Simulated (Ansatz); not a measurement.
# U and J of Cr in CsCrBr3 in the perovskite structure from cRPA

Wanted: U, U′ and J for a model of CsCrBr3 in the perovskite structure, with the screening inside the target bands removed.

Method: PBE, without spin polarisation; plane waves, no spin–orbit coupling, in Ansatz 0.2.0.

## Step 1: The starting structure

Symmetry: Pm-3m, No. 221, cubic system. The conventional cell has a = 5.406 Å, b = 5.406 Å, c = 5.406 Å, α = 90.00°, β = 90.00°, γ = 90.00°. Nearest to Cs lie 12 Br at 3.82 Å. Nearest to Cr lie 6 Br at 2.70 Å. Nearest to Br lie 2 Cr at 2.70 Å and 4 Cs at 3.82 Å. perovskite prototype, lattice guessed from radii. Farther neighbours and most contacts between anions are not listed.

This cell was built for the study (perovskite prototype, lattice guessed from radii), not taken from an experiment; the compound need not form in this structure.

The cell was relaxed beforehand in Ansatz under PBE with U = 2.27 eV on Cr d, ortho-atomic projectors, from parallel moments.

## Step 2: The self-consistent run

Constrained RPA removes the screening that the model will treat itself, so the target bands must be set apart from the rest. This run gives the bands on the mesh of the screening.

File input.yaml:

```yaml
crystal:
  lattice:
    - [5.405726293, 0.0, 0.0]
    - [0.0, 5.405726293, 0.0]
    - [0.0, 0.0, 5.405726293]
  atoms:
    - { symbol: Cs, position: [0.5, 0.5, 0.5] }
    - { symbol: Cr, position: [0.0, 0.0, 0.0] }
    - { symbol: Br, position: [0.5, 0.0, 0.0] }
    - { symbol: Br, position: [0.0, 0.5, 0.0] }
    - { symbol: Br, position: [0.0, 0.0, 0.5] }
kpoints:
  mp_grid: { grid: [4, 4, 4] }
hamiltonian:
  xc: pbe
scf:
  occupations: { method: fermi_dirac, width: 0.1 }
  n_extra_bands: 16
output:
  eigenvalues: true
  hubbard:
    sites: [{ species: Cr, l: d }, { species: Br, l: p }]
    band_weights: true
  write_density: true
  write_potential: true
  elf: true
  volumetric_format: npy
magnetization:
  spin_polarized: false
```

The run is started by

```console
$ ansatz run input.yaml --threads 4 --pin off --max-ram 8192MiB --backend cpu --events-out ev --progress --plain --runs-dir out
```

Numbers of over 12 decimals in the logs are rounded to 6 here.

The log of the run:

```text
scf.n_extra_bands = 16 over 22 filled bands (N_el = 44.0): the run solves 38 bands
Engine: ansatz 0.2.0, aarch64-unknown-linux-gnu
Pseudopotentials: kind: paw
Pseudopotential: Cs, paw, valence charge 9, recommended cutoff 420 eV (normal), Cs.paw.azcp
Pseudopotential: Cr, paw, valence charge 14, recommended cutoff 420 eV (normal), Cr.paw.azcp
Pseudopotential: Br, paw, valence charge 7, recommended cutoff 420 eV (normal), Br.paw.azcp
Functional definition: PBE
  parameter kappa = 0.804
  parameter beta = 0.066725
  exchange = pbe_x(kappa = kappa, mu = beta*pi^2/3)
  correlation = pbe_c(beta = beta)
Crystal: 5 atoms, lattice volume = 157.965 Å³
Basis set: ecut = 420 eV, 3071 PW (Γ)
Bands: 38, of which v1, the nominal top of the filled ones, is band 22 counted from 1 (21 counted from 0)
Symmetry: 48 space group operations
Space group: Pm-3m (ITA 221), of the structure as read, at distance tolerance 5.4e-5 Å
k-points: 10 of 64
Non-local potential: Cs, projectors of the file, l = 0: 3, l = 1: 2, l = 2: 2, l = 3: 2
Non-local potential: Cr, projectors of the file, l = 0: 3, l = 1: 2, l = 2: 3, l = 3: 1
Non-local potential: Br, projectors of the file, l = 0: 2, l = 1: 2, l = 2: 2
PAW form: soft (Blöchl's): semilocal exchange-correlation on the pseudo side does not see the compensation charge
PAW one-centre angular grid: Cs, 194 points (default); XC on 64 Gauss nodes
PAW one-centre angular grid: Cr, 590 points (default); XC on 64 Gauss nodes
PAW one-centre angular grid: Br, 110 points (default); XC on 64 Gauss nodes
Initial density: superposition of atomic densities (neutral atoms: chi_scale 0, normalization atom), corrected by the library's trained network
Initial wavefunctions: pseudopotential atomic-orbital guess
Functional: x = pbe(κ = 0.804, μ = 0.219515), c = pbe(β = 0.066725)
SCF iter   1: F=—  HF=-17401.335210 eV  |F-HF|=—  |Δ(HF+E_count)|=         —  Δρ=6.84e-3  dr2=6.57e-2  ethr=1.77e-3  ⟨swp⟩=6.7  Hψ=1864  notcnv=0  defer=38
preconditioner: auto → LDOS  [metal: Δε(μ)=0.071 eV  Ē_g=11.410 eV  σ=0.100 eV  W_gap=0.17  n_scr=26 (ndim 8)  ℏωp=17.2 eV  f_vac=0.020  D(μ)=12.86/eV (n_scr^D=146)  β→1.0]
SCF iter   2: F=—  HF=-17401.338691 eV  |F-HF|=—  |Δ(HF+E_count)|=   3.48e-3  Δρ=3.29e-3  dr2=2.94e-2  ethr=1.49e-4  ⟨swp⟩=1.9  Hψ=497  notcnv=0  defer=51
SCF iter   3: F=—  HF=-17401.335721 eV  |F-HF|=—  |Δ(HF+E_count)|=   2.97e-3  Δρ=2.35e-3  dr2=1.22e-2  ethr=6.68e-5  ⟨swp⟩=1.3  Hψ=319  notcnv=0  defer=51
SCF iter   4: F=—  HF=-17401.333910 eV  |F-HF|=—  |Δ(HF+E_count)|=   1.81e-3  Δρ=7.63e-4  dr2=1.34e-3  ethr=2.78e-5  ⟨swp⟩=2.0  Hψ=396  notcnv=0  defer=51
SCF iter   5: F=—  HF=-17401.333830 eV  |F-HF|=—  |Δ(HF+E_count)|=   8.03e-5  Δρ=3.97e-4  dr2=2.20e-4  ethr=3.04e-6  ⟨swp⟩=2.4  Hψ=511  notcnv=0  defer=51
SCF iter   6: F=—  HF=-17401.333834 eV  |F-HF|=—  |Δ(HF+E_count)|=   4.31e-6  Δρ=7.69e-5  dr2=3.72e-6  ethr=5.00e-7  ⟨swp⟩=2.4  Hψ=524  notcnv=0  defer=51
SCF iter   7: F=—  HF=-17401.333840 eV  |F-HF|=—  |Δ(HF+E_count)|=   6.16e-6  Δρ=2.63e-5  dr2=9.08e-7  ethr=8.45e-9  ⟨swp⟩=2.0  Hψ=554  notcnv=0  defer=51
SCF iter   8: F=-17401.333840 eV  HF=-17401.333840 eV  |F-HF|=2.53e-9  |Δ(HF+E_count)|=   1.96e-7  Δρ=1.44e-6  dr2=1.89e-9  ethr=2.27e-10  ⟨swp⟩=9.8  Hψ=1909  notcnv=0
SCF 1 converged in 8 iterations: F = -17401.333840 eV  dr2 = 1.89e-9
[...]
SCF converged after 8 iterations
Free energy (F): -17401.333840 eV
Harris-Foulkes:  -17401.333840 eV  (|F-HF|=2.53e-9)
Internal energy: -17400.948806 eV  (E = F + TS)
E sigma→0 (E₀):  -17401.141323 eV
Entropy (-TS):   -0.385033 eV (-77.007 meV/atom)
Fermi energy:    5.582391 eV
--- Per-component energies (eV) ---
  E_band       = -405.880549
  E_kinetic    = 881.342078
  E_local      = -3358.631172  (includes V_loc(G=0)·N_el)
  E_nonlocal   = 323.898082
  E_hartree    = 1327.803550
  E_xc         = -1103.545534
  E_vxc        = -610.037673  (∫ρ·V_xc dr)
  E_paw        = -13003.874561  (= ΣΔE_a)
  E_vpaw       = -298.058782  (= ΣTr[D̂ρ^β])
  E_aug_tail   = 0.000407  (compensation charges beyond the density's cutoff)
  E_ewald      = -2467.941655
  E_smearing   = -0.385033  (= −TS)
  E_closure    = -0.000000  (closes the sum)
  Σ components = -17401.333840   (vs F -17401.333840, Δ=0.00e0)
--- Band table (eV; the first three rows and the last of 10) ---
  k-point 0: bands = [... 18 lower, 3.2104, 3.2104, 5.0849, 5.0849, 5.0849, 5.4741, 5.4741, 7.2298, ... 12 higher]
  k-point 1: bands = [... 18 lower, 3.0466, 3.0466, 5.0942, 5.3864, 5.3864, 5.4751, 5.7941, 8.3223, ... 12 higher]
  k-point 2: bands = [... 18 lower, 2.9329, 2.9329, 5.1036, 5.4760, 5.6367, 5.6367, 5.9156, 10.1081, ... 12 higher]
  k-point 9: bands = [... 18 lower, 3.4969, 3.4969, 5.8201, 5.8201, 5.8201, 7.3986, 7.3986, 9.3728, ... 12 higher]
--- Occupation matrices: 4 shells (Löwdin-built; ε = 2.00e-2, provisional) ---
  Cr1 d_3D: site group Oh (m-3m)
  Cr1 d_3D -      Tr n = 2.4719  λ = 0.337 0.337 0.599 0.599 0.599  [2× z2 0.50 (Eg 1.00) Eg(1.00) | 3× xz 0.33 (T2g 1.00) T2g(1.00)]
  Br2 p_4P: site group D4h (4/mmm)
  Br2 p_4P -      Tr n = 2.7437  λ = 0.833 0.955 0.955  [x 1.00 A2u(1.00) | 2× z 0.50 Eu(1.00)]
  Br3 p_4P: site group D4h (4/mmm)
  Br3 p_4P -      Tr n = 2.7437  λ = 0.833 0.955 0.955  [y 1.00 A2u(1.00) | 2× z 0.50 Eu(1.00)]
  Br4 p_4P: site group D4h (4/mmm)
  Br4 p_4P -      Tr n = 2.7437  λ = 0.833 0.955 0.955  [z 1.00 A2u(1.00) | 2× x 0.50 Eu(1.00)]
  Tr n, λ and their labels are of the run-group-symmetrised matrices; stabiliser: 96 of 96 elements of G0×{1,Θ} (closed), max defect 1.7e-15 at τ = 4.2e-3
```

Run time: 1.4 s. Hardware: 4 threads of Arm Neoverse V1, shared host; peak memory 0.49 GiB; 4.7 s of CPU time.

Reading the cycles: dr2 is the Hartree energy of the density residual (eV), the measure of convergence; HF is the Harris–Foulkes estimate of the energy, which meets the free energy F at convergence.

Groups of bands that stay apart from their neighbours at every point of the mesh, lie near the Fermi energy and have the count of the wanted orbitals are tried as targets; a window chosen by its count alone comes last.

Valence density in the ac plane at fractional y = 0.000, with atoms of Cr and Br within 0.2 Å of it. It is the smooth field of the valence electrons, not physical close to the nuclei.

Values in e/Å³, 15 rows by 15 columns, each cell a mean:
```
14  6  1  0  0  1  1  1  1  1  1  0  0  2 10
 3  1  0  0  0  1  1  1  1  1  0  0  0  1  2
 0  0  0  0  0  0  0  1  1  0  0  0  0  0  0
 0  0  0  0  0  0  0  0  0  0  0  0  0  0  0
 1  1  0  0  0  0  0  0  0  0  0  0  0  0  1
 1  1  1  0  0  0  0  0  0  0  0  0  0  1  1
 1  1  1  0  0  0  0  0  0  0  0  0  1  1  1
 0  1  1  0  0  0  0  0  0  0  0  0  1  1  1
 1  1  1  0  0  0  0  0  0  0  0  0  0  1  1
 1  1  0  0  0  0  0  0  0  0  0  0  0  1  1
 0  0  0  0  0  0  0  0  0  0  0  0  0  0  0
 0  0  0  0  0  0  0  0  0  0  0  0  0  0  0
 1  1  0  0  0  0  1  1  1  1  0  0  0  0  1
 8  3  1  0  0  1  1  1  1  1  1  0  0  1  6
19  8  1  0  0  1  1  0  1  1  1  0  0  3 14
```
Columns run along a (5.4 Å), rows up along c (5.4 Å). Atoms in or near the plane, at fractional coordinates: Cr at (0.00, 0.00), Br at (0.50, 0.00), Br at (0.00, 0.50).

ELF in the ac plane at fractional y = 0.000, with atoms of Cr and Br within 0.2 Å of it. It is the smooth field of the valence electrons, not physical close to the nuclei.

Ten even steps from '_' (0.00) to '@' (0.93), each cell a mean:
```
@@##::..**%%++__::##%%==..==%%
==--....++%%%%##%%@@##--..::==
........--**%%@@@@%%++........
====::....--**####==..__..--==
%%%%**--____::----..__..++##%%
**%%%%##::__________..==%%@@##
__++@@%%++..________--##@@%%::
__--@@%%**..________--##@@##__
--##@@%%==__________::**%%%%++
%%%%%%++..____....____--**%%%%
##**==::__..==**++::__..--++**
........::++%%%%%%##--........
::......==%%@@@@@@%%**::....::
##**....**%%##--++%%%%==..--##
@@##::..##%%--____**%%==..==@@
```
Columns run along a (5.4 Å), rows up along c (5.4 Å). Atoms in or near the plane, at fractional coordinates: Cr at (0.00, 0.00), Br at (0.50, 0.00), Br at (0.00, 0.50).

## Step 3: Target: d shell, bands v2 to c3 (loose bound)

The whole shell is the model, so no transition inside it screens. The screening is solved for all empty bands at once, to a loose bound.

input.yaml, the sections that differ from step 2:

```yaml
output:
  eigenvalues: true
  crpa:
    kmesh: [4, 4, 4]
    target_bands: [v2, c3]
    projections: [{ species: Cr, l: d }]
    accuracy: low
# crystal, kpoints, hamiltonian, scf, magnetization: as in step 2
```

The log of the run:

```text
[...]
Crystal: 5 atoms, lattice volume = 157.965 Å³
Basis set: ecut = 420 eV, 3071 PW (Γ)
Bands: 38, of which v1, the nominal top of the filled ones, is band 22 counted from 1 (21 counted from 0)
Symmetry: 48 space group operations
[...]
k-points: 10 of 64
[...]
SCF iter   1: F=—  HF=-17401.335215 eV  |F-HF|=—  |Δ(HF+E_count)|=         —  Δρ=6.84e-3  dr2=6.57e-2  ethr=1.77e-3  ⟨swp⟩=6.7  Hψ=1864  notcnv=0  defer=38
[...]
SCF iter   8: F=-17401.333840 eV  HF=-17401.333840 eV  |F-HF|=2.54e-9  |Δ(HF+E_count)|=   1.98e-7  Δρ=1.46e-6  dr2=1.91e-9  ethr=2.27e-10  ⟨swp⟩=9.8  Hψ=1898  notcnv=0
SCF 1 converged in 8 iterations: F = -17401.333840 eV  dr2 = 1.91e-9
[...]
NSCF: frozen V_eff on 10 k-points
[...]
cRPA screening: q 1/64
cRPA screening: q 2/64
cRPA screening: q 8/64 (q-point 3)
cRPA screening: q 11/64 (q-point 6)
cRPA screening: q 23/64 (q-point 7)
cRPA screening: q 35/64 (q-point 11)
cRPA screening: q 38/64 (q-point 22)
cRPA screening: q 46/64 (q-point 23)
cRPA screening: q 58/64 (q-point 27)
cRPA screening: q 64/64 (q-point 43)
SCF converged after 8 iterations
Free energy (F): -17401.333840 eV
[...]
Internal energy: -17400.948806 eV  (E = F + TS)
E sigma→0 (E₀):  -17401.141323 eV
Entropy (-TS):   -0.385033 eV (-77.007 meV/atom)
Fermi energy:    5.582391 eV
[...]
--- Band table (eV; the first three rows and the last of 10) ---
  k-point 0: bands = [... 18 lower, 3.2104, 3.2104, 5.0849, 5.0849, 5.0849, 5.4741, 5.4741, 7.2298, ... 12 higher]
  k-point 1: bands = [... 18 lower, 3.0466, 3.0466, 5.0942, 5.3864, 5.3864, 5.4751, 5.7941, 8.3223, ... 12 higher]
  k-point 2: bands = [... 18 lower, 2.9329, 2.9329, 5.1036, 5.4760, 5.6367, 5.6367, 5.9156, 10.1081, ... 12 higher]
  k-point 9: bands = [... 18 lower, 3.4969, 3.4969, 5.8201, 5.8201, 5.8201, 7.3986, 7.3986, 9.3728, ... 12 higher]
--- cRPA (band scheme, projected local orbitals): target bands 21..25 (1-based), 5 Wannier function(s), 4×4×4 mesh, 50 bands' worth read of 55 solved, ecut_chi 136.0 eV, v(q+G=0) probe_charge, pair densities all_electron ---
  bands read: the sum over 50 bands ends inside a degenerate multiplet in 7 slots, whose members it reads at an even weight; the widest, k=42: bands 49 to 51 (counted from 1) at 2/3 each
  χ-basis size per q: N_G = 552..587
  window electrons = 4.0000, filled by tetrahedron_uncorrected; constrained ε̄⁻¹(q = 0, 0) head = 0.269297; min gauge Gram eig = 0.6706
  Kanamori averages over each shell's own Wannier functions (sites counted from 0, functions from 1):
    Site 1, 3D, 5 of 5 d orbitals (Wannier functions 1, 2, 3, 4, 5; wannier90's mr 1, 2, 3, 4, 5):
      screened: U = 3.9919 eV, U' = 3.0929 eV, J = 0.4447 eV
      screened d-shell averages: U_bar = F0 = 3.2727 eV, J_bar = 0.6245 eV
      screened, to within: U = 6.7e-2 eV, U' = 6.7e-2 eV, J = 6.4e-3 eV
      screened d-shell averages, to within: U_bar = 5.7e-2 eV, J_bar = 8.9e-3 eV
      bare: V = 17.1086 eV, V' = 15.9356 eV, J = 0.5696 eV
      bare d-shell averages: V_bar = F0 = 16.1702 eV, J_bar = 0.8042 eV
  Hermiticity witness max|P − P†| over intra, direct and exchange elements: 8.88e-15 eV (screened), 5.33e-15 eV (bare)
  Reality witness max|Im| over intra, direct and exchange elements: 3.09e-18 eV (screened), 1.43e-17 eV (bare)
```

Wall time 2 min (4 threads); peak memory 0.88 GiB.

On average 85 % of these bands' weight lies on the d shell and 11 % on ligand p.

crpa.toml:

```text
format = "ansatz-crpa/5"
scheme = "band"
gauge = "projected_orbitals"
pair_densities = "all_electron"
channels = "unpolarised"
target_bands = [21, 25] # 1-based inclusive; [v2, c3]
n_wann = 5
kmesh = [4, 4, 4]
coulomb_singularity = "probe_charge" # how the value at q + G = 0 is made
n_bands = 50 # of the sum over states
n_bands_solved = 55 # n_bands and the guard bands above it
multiplets_cut = [{ ik = 26, bands_in_whole_multiplets = 49, multiplet_ends_at = 51 }, { ik = 38, bands_in_whole_multiplets = 49, multiplet_ends_at = 51 }, { ik = 41, bands_in_whole_multiplets = 49, multiplet_ends_at = 51 }, { ik = 42, bands_in_whole_multiplets = 48, multiplet_ends_at = 51 }, { ik = 43, bands_in_whole_multiplets = 49, multiplet_ends_at = 51 }, { ik = 46, bands_in_whole_multiplets = 49, multiplet_ends_at = 51 }, { ik = 58, bands_in_whole_multiplets = 49, multiplet_ends_at = 51 }] # where n_bands ends inside a multiplet, whose members the sum reads at an even weight
ecut_chi_ev = 136.0 # of the sum over states
n_g_chi_min = 552 # of the sum over states
n_g_chi_max = 587 # of the sum over states
occupation_method = "tetrahedron_uncorrected" # the fill of the pass's bands
window_electrons = 4.000000000000004
eps_inv_head = 0.26929669024911806 # over all bands where the run has bounds, under no bound itself
head_ev = 0.5088310958381755 # what the value at q + G = 0 adds to the screened u_ev, u_prime_ev and u_bar_ev
gauge_min_gram_eig = 0.670627610637128
accuracy = "low"
bounded_pairs = "on_site"
relative_bound_asked = 0.05 # of a bounded pair's interaction with itself less a negative term about q + G = 0
relative_bound = 0.046931330019242865 # the widest that a transfer ended at; inf where a lower bound tells none
atom_cut_share = 0.015550474615043969 # the most of relative_bound that the cut of the atoms' weakest response takes off q + G = 0
n_iterations_per_q = [2, 1, 2, 1, 1, 2, 2, 2, 2, 2, 2, 2, 1, 2, 2, 2, 1, 2, 2, 2, 2, 2, 2, 2, 2, 2, 2, 2, 2, 2, 2, 2, 2, 2, 2, 2, 2, 2, 2, 2, 2, 2, 2, 2, 2, 2, 2, 2, 1, 2, 2, 2, 2, 2, 2, 2, 2, 2, 2, 2, 2, 2, 2, 2] # Sternheimer iterations of each transfer, or of the one that it is turned from
solved_q = [0, 1, 2, 5, 6, 10, 21, 22, 26, 42] # counted from 0 in that order: the transfers that were solved themselves
n_responses = 220 # of points of the mesh and spins, over the transfers in solved_q
omitted_band_gap_ev = 12.225751512319516 # the levels above the bands read over the highest of their spin channel that holds electrons, at the least
largest_band_residual_ev = 4.7679089144649665e-6
dielectric_floor = 0.9404606335798983 # under the dielectric matrices' eigenvalues off q + G = 0

[[shells]]
site = 1 # counted from 0, as a deck's `site` is
l = "d"
label = "3D" # of the pseudo-atomic shell
wannier_functions = [1, 2, 3, 4, 5] # counted from 1, as the tensor files' indices are
mr = [1, 2, 3, 4, 5] # each function's real harmonic by wannier90's number, 1 to 2l+1, in the order of wannier_functions

[shells.screened]
u_ev = 3.9918502036337005
u_prime_ev = 3.092911290186889
j_ev = 0.44472592423043195
u_bar_ev = 3.2726990728762515
j_bar_ev = 0.6245137069197942

[shells.screened_half_width]
u_ev = 0.06661362687579578
u_prime_ev = 0.06660998280511485
j_ev = 0.0063087685292009185
u_bar_ev = 0.056390691931685465
j_bar_ev = 0.008864502265228499

[shells.bare]
v_ev = 17.108598548761936
v_prime_ev = 15.935611622343263
j_ev = 0.5696393304562627
v_bar_ev = 16.170209007626998
j_bar_ev = 0.8042367157399973
```

```csv
shell,U (eV),U′ (eV),J (eV),bare U (eV),bare J (eV)
Cr2 d,3.99,3.09,0.44,17.11,0.57
```

(Part 1 of 2 ends here.)

[Logs and program files are shortened in this print: banners, set-up blocks, solver, clock and traceback lines can be left out without a mark of their own.]

[Logs are printed without paths, hosts, clocks, repeated set-up lines and the standing remarks that a program may print on its own settings, such as how far it seeks lower states.]

[Hosts, paths, dates, database ids (printed as entryN), source tags and the programs' standing remarks are cut or masked in the printed files.]

[Where a cell is said to come from a database of computed structures, the database is the Materials Project.]
